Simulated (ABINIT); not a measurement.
Entries from a set of simulations; values are calculated unless marked as measured.

How the form of the self-energy moves the gap of BN (P6_3/mmc). The structure is hexagonal, space group P6_3/mmc (No. 194). Conventional cell: a = 2.504 Å, b = 2.504 Å, c = 6.661 Å, α = 90.00°, β = 90.00°, γ = 120.00°. Nearest to B lie 3 N at 1.45 Å. Nearest to N lie 3 B at 1.45 Å. Farther neighbours, and contacts between anions beyond the nearest, are not listed. The calculation used RPA screening on PBE, plane waves, norm-conserving pseudopotentials (and 3 further levels or steps) in ABINIT 10.8.3, with cutoff 36 Ha, PseudoDojo scalar-relativistic 0.4.1 standard, norm-conserving, ngkpt (6, 6, 4), nband 115, ecuteps 7 Ha, gwcalctyp 2, nfreqre 16, nfreqim 8, inclvkb 2, freqremax 40 eV, spmeth 1, nomegasf 120, shiftk (0, 0, 0), symchi 1, awtr 1, frequency cd, 6×6×4 k-mesh. The G0W0, Godby-Needs plasmon pole is 5.767 eV. The G0W0, Hybertsen-Louie plasmon pole is 6.017 eV. The G0W0, von der Linden-Horsch plasmon pole is 5.763 eV. The G0W0, Engel-Farid plasmon pole is 5.848 eV and the one-shot Hartree-Fock is 12.516 eV. The G0W0, contour deformation is 5.784 eV. The known limits are short of the basis limit; coarse k mesh. G0W0, Hybertsen-Louie plasmon pole: +0.250 eV against G0W0, Godby-Needs plasmon pole. G0W0, von der Linden-Horsch plasmon pole: −0.004 eV against G0W0, Godby-Needs plasmon pole. The program's warnings: Min real frequency set to default [Ha] = and nkpt*nsppol () is not a multiple of nproc spkpt (). The cell and positions come from the Crystallography Open Database and are kept as given unless a step says otherwise. The 6×6×4 mesh is coarse for this cell, which bears on the long-range parts of exchange and screening.

```xyz
4
Lattice="2.5040 0.0000 0.0000 -1.2520 2.1685 0.0000 0.0000 0.0000 6.6612" Properties=species:S:1:pos:R:3 pbc="T T T"
B     0.0000    1.4457    1.6653
B     1.2520    0.7228    4.9959
N     0.0000    1.4457    4.9959
N     1.2520    0.7228    1.6653
```

[Long decimals in the printed logs are rounded to 6 places.]

[Logs are printed without paths, hosts, clocks, repeated set-up lines and the standing remarks that a program may print on its own settings, such as how far it seeks lower states.]

[Paths, hosts, dates, memory and timing lines, banners, echoed tables and standing remarks are left out of the program output; an Ansatz launch command may be rebuilt from the run's recorded settings. Measured values are a selection of at most five: reports struck by readers or far from the other reports are left out. None is set beside runs whose start may be inverted or whose files or cutoffs have a known fault.]

[Runs of the session that timed out or met a known fault of the program may be left out.]

[Hosts, paths, dates, database ids (printed as entryN), source tags and the programs' standing remarks are cut or masked in the printed files.]

[G0W0 gaps are taken among the corrected bands and points alone; a level outside them can change the order at an edge.]

[Where Ansatz stands beside ABINIT at settings called matched, ABINIT's density can come from a denser mesh and the files from another edition; pairs whose starting gaps differed by over 0.03 eV were left out, so agreement reads better than it is.]
